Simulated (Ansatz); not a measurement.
# Mg (P6_3/mmc, 2 atoms in the cell) under biaxial strain in the (0001) plane, that of a and b, part 2 of 2

Aim: how do the optical modes of Mg (P6_3/mmc, 2 atoms in the cell) shift and split under this strain?

Ansatz 0.2.0; DFT LDA, scalar-relativistic, plane waves, PAW; PAW set soft_1.

So far, highest optical mode at the zone centre (no LO-TO term) (cm⁻¹): step 4 (modes at rest) 261; step 6 (strain 4 %) 255.

## (7) A member of the series: biaxial strain of -4 % in the (0001) plane, that of a and b

The cell takes a biaxial strain of -4 % in the (0001) plane, that of a and b. The strained lengths are held, while the rest of the cell and the atoms relax.

File input.yaml:

```yaml
crystal:
  lattice:
    - [3.0227373786, 0.0, 0.0]
    - [-1.5113686893, 2.6177673588, 0.0]
    - [0.0, 0.0, 5.1358775169]
  atoms:
    - { symbol: Mg, position: [0.3333333333, 0.6666666667, 0.25] }
    - { symbol: Mg, position: [0.6666666667, 0.3333333333, 0.75] }
kpoints:
  mp_grid: { grid: [15, 15, 8] }
hamiltonian:
  xc: lda
  pseudopotentials: { kind: paw, azcp: { folder: soft_1 }, xc_functional: pbe }
scf:
  occupations: { method: methfessel_paxton, width: 0.2 }
output:
  forces: true
  stress: true
  eigenvalues: true
relax:
  adjacent_minimum: "off"
  f_tol: 0.001
  max_steps: 60
  cell: { stress_tol: 0.01, fix: [a, b, gamma] }
```

The run is started by

```sh
ansatz run input.yaml --threads 4 --pin off --max-ram 10240MiB --backend cpu --events-out ev --progress --plain --runs-dir out
```

Run time: 9.9 s. Hardware: 4 threads of Intel Xeon at 2.50GHz (Skylake/Cascade Lake), shared host; peak memory 0.4 GiB; 34 s of CPU time.

The steps of the relaxation:

| step | energy less that of the first step (eV) | largest force component (eV/Å) | pressure (GPa) | volume (Å³) |
| --- | --- | --- | --- | --- |
| 1 | 0.0000 | 0.0000 | 2.91 | 40.64 |
| 2 | -0.0005 | 0.0000 | 2.68 | 40.86 |
| 3 | -0.0006 | 0.0000 | 2.54 | 41.00 |
| 4 | -0.0006 | 0.0000 | 2.52 | 41.01 |
| 5* | -0.0006 | 0.0000 | 2.52 | 41.01 |

Relaxation steps marked * repeat the geometry before them on a plane-wave basis chosen anew for their cell, so energy and pressure can jump there.

Forces are held to the 24 operations that the run works with; a distortion that breaks them can't arise in this run.

| conventional cell, symmetrised | before | after | change |
| --- | --- | --- | --- |
| a (Å) | 3.023 | 3.023 | -0.0 % |
| b (Å) | 3.023 | 3.023 | -0.0 % |
| c (Å) | 5.136 | 5.183 | +0.9 % |
| volume (Å³/atom) | 20.32 | 20.51 | +0.9 % |

Final coordinates:

```xyz
2
Lattice="3.0227 0.0000 0.0000 -1.5114 2.6178 0.0000 0.0000 0.0000 5.1831" Properties=species:S:1:pos:R:3 pbc="T T T"
Mg    0.0000    1.7452    1.2958
Mg    1.5114    0.8726    3.8873
```

Numbers from this step:

```yaml
pressure: 2.520 GPa
volume_per_atom: 20.51 Å³
```

The forces vanish by symmetry.

## (8) Zone-centre modes of the member: biaxial strain of -4 % in the (0001) plane, that of a and b

The zone-centre modes follow for biaxial strain of -4 % in the (0001) plane, that of a and b.

input.yaml, the sections that differ from step 7:

```yaml
crystal:
  lattice:
    - [3.0227373786, 0.0, 0.0]
    - [-1.5113686893, 2.6177673588, 0.0]
    - [0.0, 0.0, 5.183114931]
  atoms:
    - { symbol: Mg, position: [0.3333333333, 0.6666666667, 0.25] }
    - { symbol: Mg, position: [0.6666666667, 0.3333333333, 0.75] }
output:
  eigenvalues: true
phonons:
  method: dfpt
# kpoints, hamiltonian, scf: as in step 7
# relax: removed
```

The job ended after 23 s (4 threads; peak memory 0.7 GiB).

This step gave:

* sum-rule residual before enforcement: 1.15e-4 eV/Å²
* highest optical mode at the zone centre (no LO-TO term): 254.3 cm⁻¹
* lowest optical zone-centre mode: 123.5 cm⁻¹

Patterns of degenerate modes are one choice out of their space. Modes at Γ:

| mode | frequency (cm⁻¹) | symmetry |
| --- | --- | --- |
| 1 | 0.0 | acoustic |
| 2 | 0.0 | acoustic |
| 3 | 0.0 | acoustic |
| 4 | 123.5 | E2g |
| 5 | 123.5 | E2g |
| 6 | 254.3 | B1g |

The lowest optical mode is real, 123 cm⁻¹, and the highest lies at 254.3 cm⁻¹.

Between step 4 and this run (strain -4 %) the value for the highest optical mode at the zone centre (no LO-TO term) moves from 261 cm⁻¹ to 254 cm⁻¹ (-3 %).

## (9) The series together

The members are set side by side, also those not shown above.

Stress is positive in compression; energies are extrapolated to zero smearing, and E0 is that at rest; the edges not held and the atoms are relaxed in each cell; all runs use 15×15×8 k points and Methfessel-Paxton smearing of 0.2 eV. State of the crystal along the series:

| strain (%) | in-plane stress (GPa) | free strain along c (%) | E - E0 (meV/atom) |
| --- | --- | --- | --- |
| -4 | 3.778 | 3.012 | 19.58 |
| -3 | 2.743 | 2.073 | 10.71 |
| -2 | 1.797 | 1.236 | 4.612 |
| -1 | 0.8832 | 0.5557 | 1.082 |
| 0 | -0.001393 | 0 | 0 |
| 1 | -0.8315 | -0.4958 | 1.159 |
| 2 | -1.641 | -0.8538 | 4.475 |
| 3 | -2.38 | -1.187 | 9.988 |
| 4 | -2.996 | -1.614 | 17.39 |

Optical modes are counted from below at rest and tracked from member to member by their patterns, and modes that stay within 0.3 cm⁻¹ of each other stand once; labels, where given, are those at rest; the edges not held and the atoms are relaxed in each cell; all runs use 15×15×8 k points and Methfessel-Paxton smearing of 0.2 eV. Optical modes along the series:

| strain (%) | optical mode 1 E2g (cm⁻¹) | optical mode 2 B1g (cm⁻¹) |
| --- | --- | --- |
| -4 | 123.5 | 254.3 |
| -3 | 126.7 | 257.2 |
| -2 | 129.5 | 259.7 |
| -1 | 131.6 | 260.9 |
| 0 | 133.1 | 260.9 |
| 1 | 134.4 | 260.1 |
| 2 | 134.9 | 258.1 |
| 3 | 135.3 | 255.9 |
| 4 | 136 | 254.8 |

Value and slope at zero strain of a cubic (a lower polynomial where under five rows exist) through the rows within 2 % of rest. Slopes at rest:

| mode | frequency (cm⁻¹) | shift per percent of strain (cm⁻¹) | shift per GPa of compressive stress (cm⁻¹) |
| --- | --- | --- | --- |
| optical mode 1 E2g | 133.2 | 1.4 | -1.64 |
| optical mode 2 B1g | 261 | -0.4 | 0.47 |

## (10) Summary of results

```yaml
members: 9
highest_optical_mode_at_the_zone_centre_no_lo_to_term_at_rest: 260.9 cm⁻¹
biaxial_modulus_in_the_0001_plane_that_of_a_and_b: 85.7 GPa
optical_mode_1_e2g_shift_per_percent: 1.40 cm⁻¹
optical_mode_2_b1g_shift_per_percent: -0.40 cm⁻¹
```

The stress changes by 0.86 GPa for each percent, a biaxial modulus of 86 GPa in the (0001) plane, that of a and b. For each percent the free edge responds with -0.53 %. Within 2 % of rest optical mode 1 E2g and optical mode 2 B1g bend away from a straight line, so a single slope holds only near rest. These are harmonic frequencies at zero temperature: anharmonic shifts, linewidths and thermal expansion are left out. With no gap, or one that is small against the smearing, the frequencies hang on the k mesh and the smearing, most of all near Kohn anomalies. The PAW files were made for PBE; the program adapts parts of them to the functional of the run, but their partial waves stay those of PBE, an approximation that was not tested in this session. Only the zone centre was solved, so an instability at another wavevector cannot show here.

[Logs are printed without paths, hosts, clocks, repeated set-up lines and the standing remarks that a program may print on its own settings, such as how far it seeks lower states.]

[Hosts, paths, dates, database ids (printed as entryN), source tags and the programs' standing remarks are cut or masked in the printed files.]
